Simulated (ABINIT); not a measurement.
# AlBiS3 (Pm-3m): zone-centre phonons, part 3 of 4

Which modes does AlBiS3 (Pm-3m) have at the zone centre?

ABINIT 10.8.3; DFT PBE, scalar-relativistic, plane waves, PseudoDojo norm-conserving pseudopotentials.

So far. Step 4 (Relaxing the cell and atoms): The volume changes by +0.6 % in this run and stands +3.1 % from the first cell. Step 6 (Linear response at Γ): The acoustic modes at Γ come out as far as 2.3 cm⁻¹ from zero, where they should vanish, a small numerical error. The lowest optical mode is imaginary, 155i cm⁻¹, an instability at this level and on this k mesh. The relaxed cell has a = 4.665 Å (conventional setting).

The structure was built from a prototype and need not be the compound's stable phase.

## 7. Modes with the sum rule

anaddb reads the merged derivatives and imposes the acoustic sum rule.

anaddb.abi

```
ddb_filepath "gamma_DDB"
output_file "anaddb.abo"
outdata_prefix "anaddb"
asr 1
chneut 1
enunit 2
eivec 1
nph1l 1
qph1l 0.0 0.0 0.0 1.0
```

mrgddb.in

```
gamma_DDB
merged
2
dfpt_gammao_DDB
gso_DDB
```

Run with:

```
$ mrgddb < mrgddb.in > mrgddb.log
$ OMP_NUM_THREADS=1 anaddb anaddb.abi > anaddb.log
```

anaddb.abo, the main output file:

```text
-outvars_anaddb: echo values of input variables ----------------------

 Miscellaneous information :
      enunit         2
       eivec         1
         asr         1
 First list of wavevector (reduced coord.) :
       nph1l         1
       qph1l
                     0.00000000E+00  0.00000000E+00  0.00000000E+00    1.000E+00

================================================================================

 read the DDB information and perform some checks

  ==== Info on the Cryst% object ====
 Real(R)+Recip(G) space primitive vectors, cartesian coordinates (Bohr,Bohr^-1):
 R(1)=  8.8149351  0.0000000  0.0000000  G(1)=  0.1134438  0.0000000  0.0000000
 R(2)=  0.0000000  8.8149351  0.0000000  G(2)=  0.0000000  0.1134438  0.0000000
 R(3)=  0.0000000  0.0000000  8.8149351  G(3)=  0.0000000  0.0000000  0.1134438
 Unit cell volume ucvol=  6.8494762E+02 bohr^3
 Angles (23,13,12)=  9.00000000E+01  9.00000000E+01  9.00000000E+01 degrees
 Time-reversal symmetry is present
 Reduced atomic positions [iatom, xred, symbol]:
    1)    0.0000000  0.0000000  0.0000000  Bi
    2)    0.5000000  0.5000000  0.5000000  Al
    3)    0.5000000  0.5000000  0.0000000   S
    4)    0.5000000  0.0000000  0.5000000   S
    5)    0.0000000  0.5000000  0.5000000   S

 DDB file with 3 blocks has been read.

================================================================================

 Treat the first list of vectors

  Phonon wavevector (reduced coordinates) :  0.00000  0.00000  0.00000
 Phonon energies in Hartree :
  -7.056709E-04 -7.056709E-04 -7.056709E-04 -7.012615E-04 -7.012615E-04
  -7.012615E-04  0.000000E+00  0.000000E+00  0.000000E+00  5.005016E-04
   5.005016E-04  5.005016E-04  1.933039E-03  1.933039E-03  1.933039E-03
 Phonon energies in meV     :
- -1.920228E+01 -1.920228E+01 -1.920228E+01 -1.908230E+01 -1.908230E+01
- -1.908230E+01  0.000000E+00  0.000000E+00  0.000000E+00  1.361934E+01
-  1.361934E+01  1.361934E+01  5.260067E+01  5.260067E+01  5.260067E+01
 Phonon frequencies in cm-1    :
- -1.548769E+02 -1.548769E+02 -1.548769E+02 -1.539091E+02 -1.539091E+02
- -1.539091E+02  0.000000E+00  0.000000E+00  0.000000E+00  1.098474E+02
-  1.098474E+02  1.098474E+02  4.242531E+02  4.242531E+02  4.242531E+02
 Phonon frequencies in Thz     :
- -4.643092E+00 -4.643092E+00 -4.643092E+00 -4.614079E+00 -4.614079E+00
- -4.614079E+00  0.000000E+00  0.000000E+00  0.000000E+00  3.293142E+00
-  3.293142E+00  3.293142E+00  1.271879E+01  1.271879E+01  1.271879E+01
 Phonon energies in Kelvin  :
- -2.228332E+02 -2.228332E+02 -2.228332E+02 -2.214409E+02 -2.214409E+02
- -2.214409E+02  0.000000E+00  0.000000E+00  0.000000E+00  1.580459E+02
-  1.580459E+02  1.580459E+02  6.104055E+02  6.104055E+02  6.104055E+02

 Eigendisplacements
 (will be given, for each mode : in cartesian coordinates
   for each atom the real part of the displacement vector,
   then the imaginary part of the displacement vector - absolute values smaller than 1.0d-7 are set to zero)
  Mode number    1   Energy   -7.056709E-04
 Attention : low frequency mode.
   (Could be unstable or acoustic mode)
-  1  0.00000000E+00  0.00000000E+00  0.00000000E+00
-     0.00000000E+00  0.00000000E+00  0.00000000E+00
-  2  0.00000000E+00  0.00000000E+00  0.00000000E+00
-     0.00000000E+00  0.00000000E+00  0.00000000E+00
-  3  0.00000000E+00  0.00000000E+00  0.00000000E+00
-     0.00000000E+00  0.00000000E+00  0.00000000E+00
-  4  0.00000000E+00  0.00000000E+00 -2.92470830E-03
-     0.00000000E+00  0.00000000E+00  0.00000000E+00
-  5  0.00000000E+00  0.00000000E+00  2.92470830E-03
-     0.00000000E+00  0.00000000E+00  0.00000000E+00
  Mode number    2   Energy   -7.056709E-04
 Attention : low frequency mode.
   (Could be unstable or acoustic mode)
-  1  0.00000000E+00  0.00000000E+00  0.00000000E+00
-     0.00000000E+00  0.00000000E+00  0.00000000E+00
-  2  0.00000000E+00  0.00000000E+00  0.00000000E+00
-     0.00000000E+00  0.00000000E+00  0.00000000E+00
-  3  0.00000000E+00  2.92470830E-03  0.00000000E+00
-     0.00000000E+00  0.00000000E+00  0.00000000E+00
-  4  0.00000000E+00  0.00000000E+00  0.00000000E+00
-     0.00000000E+00  0.00000000E+00  0.00000000E+00
-  5  0.00000000E+00 -2.92470830E-03  0.00000000E+00
-     0.00000000E+00  0.00000000E+00  0.00000000E+00
  Mode number    3   Energy   -7.056709E-04
 Attention : low frequency mode.
   (Could be unstable or acoustic mode)
-  1  0.00000000E+00  0.00000000E+00  0.00000000E+00
-     0.00000000E+00  0.00000000E+00  0.00000000E+00
-  2  0.00000000E+00  0.00000000E+00  0.00000000E+00
-     0.00000000E+00  0.00000000E+00  0.00000000E+00
-  3  2.92470830E-03  0.00000000E+00  0.00000000E+00
-     0.00000000E+00  0.00000000E+00  0.00000000E+00
-  4 -2.92470830E-03  0.00000000E+00  0.00000000E+00
-     0.00000000E+00  0.00000000E+00  0.00000000E+00
-  5  0.00000000E+00  0.00000000E+00  0.00000000E+00
-     0.00000000E+00  0.00000000E+00  0.00000000E+00
  Mode number    4   Energy   -7.012615E-04
 Attention : low frequency mode.
   (Could be unstable or acoustic mode)
-  1  0.00000000E+00  0.00000000E+00 -8.61243551E-04
-     0.00000000E+00  0.00000000E+00  0.00000000E+00
-  2  0.00000000E+00  0.00000000E+00  5.76200836E-05
-     0.00000000E+00  0.00000000E+00  0.00000000E+00
-  3  0.00000000E+00  0.00000000E+00  7.14256816E-04
-     0.00000000E+00  0.00000000E+00  0.00000000E+00
-  4  0.00000000E+00  0.00000000E+00  2.42495502E-03
-     0.00000000E+00  0.00000000E+00  0.00000000E+00
-  5  0.00000000E+00  0.00000000E+00  2.42495502E-03
-     0.00000000E+00  0.00000000E+00  0.00000000E+00
  Mode number    5   Energy   -7.012615E-04
 Attention : low frequency mode.
   (Could be unstable or acoustic mode)
-  1  0.00000000E+00 -8.61243551E-04  0.00000000E+00
-     0.00000000E+00  0.00000000E+00  0.00000000E+00
-  2  0.00000000E+00  5.76200836E-05  0.00000000E+00
-     0.00000000E+00  0.00000000E+00  0.00000000E+00
-  3  0.00000000E+00  2.42495502E-03  0.00000000E+00
-     0.00000000E+00  0.00000000E+00  0.00000000E+00
-  4  0.00000000E+00  7.14256816E-04  0.00000000E+00
-     0.00000000E+00  0.00000000E+00  0.00000000E+00
-  5  0.00000000E+00  2.42495502E-03  0.00000000E+00
-     0.00000000E+00  0.00000000E+00  0.00000000E+00
  Mode number    6   Energy   -7.012615E-04
 Attention : low frequency mode.
   (Could be unstable or acoustic mode)
-  1  8.61243551E-04  0.00000000E+00  0.00000000E+00
-     0.00000000E+00  0.00000000E+00  0.00000000E+00
-  2 -5.76200836E-05  0.00000000E+00  0.00000000E+00
-     0.00000000E+00  0.00000000E+00  0.00000000E+00
-  3 -2.42495502E-03  0.00000000E+00  0.00000000E+00
-     0.00000000E+00  0.00000000E+00  0.00000000E+00
-  4 -2.42495502E-03  0.00000000E+00  0.00000000E+00
-     0.00000000E+00  0.00000000E+00  0.00000000E+00
-  5 -7.14256816E-04  0.00000000E+00  0.00000000E+00
-     0.00000000E+00  0.00000000E+00  0.00000000E+00
  Mode number    7   Energy    0.000000E+00
 Attention : low frequency mode.
   (Could be unstable or acoustic mode)
-  1  0.00000000E+00  0.00000000E+00 -1.28509999E-03
-     0.00000000E+00  0.00000000E+00  0.00000000E+00
-  2  0.00000000E+00  0.00000000E+00 -1.28521205E-03
-     0.00000000E+00  0.00000000E+00  0.00000000E+00
-  3  0.00000000E+00  0.00000000E+00 -1.28519756E-03
-     0.00000000E+00  0.00000000E+00  0.00000000E+00
-  4  0.00000000E+00  0.00000000E+00 -1.28514848E-03
-     0.00000000E+00  0.00000000E+00  0.00000000E+00
-  5  0.00000000E+00  0.00000000E+00 -1.28514848E-03
-     0.00000000E+00  0.00000000E+00  0.00000000E+00
  Mode number    8   Energy    0.000000E+00
 Attention : low frequency mode.
   (Could be unstable or acoustic mode)
-  1  0.00000000E+00  1.28509999E-03  0.00000000E+00
-     0.00000000E+00  0.00000000E+00  0.00000000E+00
-  2  0.00000000E+00  1.28521205E-03  0.00000000E+00
-     0.00000000E+00  0.00000000E+00  0.00000000E+00
-  3  0.00000000E+00  1.28514848E-03  0.00000000E+00
-     0.00000000E+00  0.00000000E+00  0.00000000E+00
-  4  0.00000000E+00  1.28519756E-03  0.00000000E+00
-     0.00000000E+00  0.00000000E+00  0.00000000E+00
-  5  0.00000000E+00  1.28514848E-03  0.00000000E+00
-     0.00000000E+00  0.00000000E+00  0.00000000E+00
  Mode number    9   Energy    0.000000E+00
 Attention : low frequency mode.
   (Could be unstable or acoustic mode)
-  1  1.28509999E-03  0.00000000E+00  0.00000000E+00
-     0.00000000E+00  0.00000000E+00  0.00000000E+00
-  2  1.28521205E-03  0.00000000E+00  0.00000000E+00
-     0.00000000E+00  0.00000000E+00  0.00000000E+00
-  3  1.28514848E-03  0.00000000E+00  0.00000000E+00
-     0.00000000E+00  0.00000000E+00  0.00000000E+00
-  4  1.28514848E-03  0.00000000E+00  0.00000000E+00
-     0.00000000E+00  0.00000000E+00  0.00000000E+00
-  5  1.28519756E-03  0.00000000E+00  0.00000000E+00
-     0.00000000E+00  0.00000000E+00  0.00000000E+00
  Mode number   10   Energy    5.005016E-04
-  1  0.00000000E+00  0.00000000E+00 -4.81253846E-04
-     0.00000000E+00  0.00000000E+00  0.00000000E+00
-  2  0.00000000E+00  0.00000000E+00  3.40752272E-03
-     0.00000000E+00  0.00000000E+00  0.00000000E+00
-  3  0.00000000E+00  0.00000000E+00  2.05672120E-03
-     0.00000000E+00  0.00000000E+00  0.00000000E+00
-  4  0.00000000E+00  0.00000000E+00 -8.93926341E-04
-     0.00000000E+00  0.00000000E+00  0.00000000E+00
-  5  0.00000000E+00  0.00000000E+00 -8.93926341E-04
-     0.00000000E+00  0.00000000E+00  0.00000000E+00
  Mode number   11   Energy    5.005016E-04
-  1  0.00000000E+00 -4.81253846E-04  0.00000000E+00
-     0.00000000E+00  0.00000000E+00  0.00000000E+00
-  2  0.00000000E+00  3.40752272E-03  0.00000000E+00
-     0.00000000E+00  0.00000000E+00  0.00000000E+00
-  3  0.00000000E+00 -8.93926341E-04  0.00000000E+00
-     0.00000000E+00  0.00000000E+00  0.00000000E+00
-  4  0.00000000E+00  2.05672120E-03  0.00000000E+00
-     0.00000000E+00  0.00000000E+00  0.00000000E+00
-  5  0.00000000E+00 -8.93926341E-04  0.00000000E+00
-     0.00000000E+00  0.00000000E+00  0.00000000E+00
  Mode number   12   Energy    5.005016E-04
-  1  4.81253846E-04  0.00000000E+00  0.00000000E+00
-     0.00000000E+00  0.00000000E+00  0.00000000E+00
-  2 -3.40752272E-03  0.00000000E+00  0.00000000E+00
-     0.00000000E+00  0.00000000E+00  0.00000000E+00
-  3  8.93926341E-04  0.00000000E+00  0.00000000E+00
-     0.00000000E+00  0.00000000E+00  0.00000000E+00
-  4  8.93926341E-04  0.00000000E+00  0.00000000E+00
-     0.00000000E+00  0.00000000E+00  0.00000000E+00
-  5 -2.05672120E-03  0.00000000E+00  0.00000000E+00
-     0.00000000E+00  0.00000000E+00  0.00000000E+00
  Mode number   13   Energy    1.933039E-03
-  1  0.00000000E+00  0.00000000E+00  1.42517855E-05
-     0.00000000E+00  0.00000000E+00  0.00000000E+00
-  2  0.00000000E+00  0.00000000E+00  2.65807728E-03
-     0.00000000E+00  0.00000000E+00  0.00000000E+00
-  3  0.00000000E+00  0.00000000E+00 -3.27350570E-03
-     0.00000000E+00  0.00000000E+00  0.00000000E+00
-  4  0.00000000E+00  0.00000000E+00  4.72017838E-04
-     0.00000000E+00  0.00000000E+00  0.00000000E+00
-  5  0.00000000E+00  0.00000000E+00  4.72017838E-04
-     0.00000000E+00  0.00000000E+00  0.00000000E+00
  Mode number   14   Energy    1.933039E-03
-  1  0.00000000E+00 -1.42517855E-05  0.00000000E+00
-     0.00000000E+00  0.00000000E+00  0.00000000E+00
-  2  2.42890192E-07 -2.65807727E-03  0.00000000E+00
-     0.00000000E+00  0.00000000E+00  0.00000000E+00
-  3  0.00000000E+00 -4.72017836E-04  0.00000000E+00
-     0.00000000E+00  0.00000000E+00  0.00000000E+00
-  4  0.00000000E+00  3.27350569E-03  0.00000000E+00
-     0.00000000E+00  0.00000000E+00  0.00000000E+00
-  5 -2.99126904E-07 -4.72017836E-04  0.00000000E+00
-     0.00000000E+00  0.00000000E+00  0.00000000E+00
  Mode number   15   Energy    1.933039E-03
-  1  1.42517855E-05  0.00000000E+00  0.00000000E+00
-     0.00000000E+00  0.00000000E+00  0.00000000E+00
-  2  2.65807727E-03  2.42890192E-07  0.00000000E+00
-     0.00000000E+00  0.00000000E+00  0.00000000E+00
-  3  4.72017836E-04  0.00000000E+00  0.00000000E+00
-     0.00000000E+00  0.00000000E+00  0.00000000E+00
-  4  4.72017836E-04 -2.99126904E-07  0.00000000E+00
-     0.00000000E+00  0.00000000E+00  0.00000000E+00
-  5 -3.27350569E-03  0.00000000E+00  0.00000000E+00
-     0.00000000E+00  0.00000000E+00  0.00000000E+00

 Analysis of degeneracies and characters (maximum tolerance=1.00E-06 a.u.)
 For each vibration mode, or group of modes if degenerate,
 the characters are given for each symmetry operation (see the list in the log file).
 Symmetry characters of vibration mode #   1
       degenerate with vibration modes #   2 to    3
  3.0 -3.0 -1.0  1.0 -1.0  1.0 -1.0  1.0 -1.0  1.0  1.0 -1.0 -1.0  1.0  1.0 -1.0
 -0.0  0.0 -0.0  0.0  0.0 -0.0  0.0 -0.0 -1.0  1.0  1.0 -1.0  1.0 -1.0 -1.0  1.0
 -0.0  0.0  0.0 -0.0  0.0 -0.0 -0.0  0.0 -1.0  1.0 -1.0  1.0  1.0 -1.0  1.0 -1.0
 Symmetry characters of vibration mode #   4
       degenerate with vibration modes #   5 to    6
  3.0 -3.0 -1.0  1.0 -1.0  1.0 -1.0  1.0  1.0 -1.0 -1.0  1.0  1.0 -1.0 -1.0  1.0
  0.0 -0.0  0.0 -0.0 -0.0  0.0 -0.0  0.0  1.0 -1.0 -1.0  1.0 -1.0  1.0  1.0 -1.0
  0.0 -0.0 -0.0  0.0 -0.0  0.0  0.0 -0.0  1.0 -1.0  1.0 -1.0 -1.0  1.0 -1.0  1.0
 Symmetry characters of vibration mode #   7
       degenerate with vibration modes #   8 to    9
  3.0 -3.0 -1.0  1.0 -1.0  1.0 -1.0  1.0  1.0 -1.0 -1.0  1.0  1.0 -1.0 -1.0  1.0
  0.0 -0.0  0.0 -0.0 -0.0  0.0 -0.0  0.0  1.0 -1.0 -1.0  1.0 -1.0  1.0  1.0 -1.0
  0.0 -0.0 -0.0  0.0 -0.0  0.0  0.0 -0.0  1.0 -1.0  1.0 -1.0 -1.0  1.0 -1.0  1.0
 Symmetry characters of vibration mode #  10
       degenerate with vibration modes #  11 to   12
  3.0 -3.0 -1.0  1.0 -1.0  1.0 -1.0  1.0  1.0 -1.0 -1.0  1.0  1.0 -1.0 -1.0  1.0
 -0.0  0.0 -0.0  0.0  0.0 -0.0  0.0 -0.0  1.0 -1.0 -1.0  1.0 -1.0  1.0  1.0 -1.0
 -0.0  0.0  0.0 -0.0  0.0 -0.0 -0.0  0.0  1.0 -1.0  1.0 -1.0 -1.0  1.0 -1.0  1.0
 Symmetry characters of vibration mode #  13
       degenerate with vibration modes #  14 to   15
  3.0 -3.0 -1.0  1.0 -1.0  1.0 -1.0  1.0  1.0 -1.0 -1.0  1.0  1.0 -1.0 -1.0  1.0
  0.0 -0.0  0.0 -0.0 -0.0  0.0 -0.0  0.0  1.0 -1.0 -1.0  1.0 -1.0  1.0  1.0 -1.0
  0.0 -0.0 -0.0  0.0 -0.0  0.0  0.0 -0.0  1.0 -1.0  1.0 -1.0 -1.0  1.0 -1.0  1.0
-
```

It took 0.55 s on 1 thread of Arm Neoverse N1, shared host.

This step gave:

* highest optical zone-centre mode (no LO-TO term): 424.2 cm⁻¹

No LO-TO term; unit eigenvectors of the mass-weighted matrix, from anaddb's displacements. The modes at Γ (shares of kinetic energy by element, %) (negative means imaginary):

| mode | frequency (cm⁻¹) | Bi % | Al % | S % |
| --- | --- | --- | --- | --- |
| 1 | -154.9 | 0 | 0 | 100 |
| 2 | -154.9 | 0 | 0 | 100 |
| 3 | -154.9 | 0 | 0 | 100 |
| 4 | -153.9 | 28 | 0 | 72 |
| 5 | -153.9 | 28 | 0 | 72 |
| 6 | -153.9 | 28 | 0 | 72 |
| 7 | 0.0 | 63 | 8 | 29 |
| 8 | 0.0 | 63 | 8 | 29 |
| 9 | 0.0 | 63 | 8 | 29 |
| 10 | 109.8 | 9 | 57 | 34 |
| 11 | 109.8 | 9 | 57 | 34 |
| 12 | 109.8 | 9 | 57 | 34 |
| 13 | 424.3 | 0 | 35 | 65 |
| 14 | 424.3 | 0 | 35 | 65 |
| 15 | 424.3 | 0 | 35 | 65 |

Displacements in mode 1 (-154.9 cm⁻¹), the largest set to 1:
```
Bi1  0.00  0.00  0.00
Al2  0.00  0.00  0.00
S3   0.00  0.00  0.00
S4   0.00  0.00 -1.00
S5   0.00  0.00  1.00
```

Displacements in mode 4 (-153.9 cm⁻¹), the largest set to 1:
```
Bi1  0.00  0.00 -0.36
Al2  0.00  0.00  0.02
S3   0.00  0.00  0.29
S4   0.00  0.00  1.00
S5   0.00  0.00  1.00
```

The rule moves no optical mode by more than 0.1 cm⁻¹.

(Part 3 of 4 ends here.)

[Host names and launcher messages were left out of these logs when they were recorded.]

[Logs are printed without paths, hosts, clocks, repeated set-up lines and the standing remarks that a program may print on its own settings, such as how far it seeks lower states.]

[Hosts, paths, dates, database ids (printed as entryN), source tags and the programs' standing remarks are cut or masked in the printed files.]
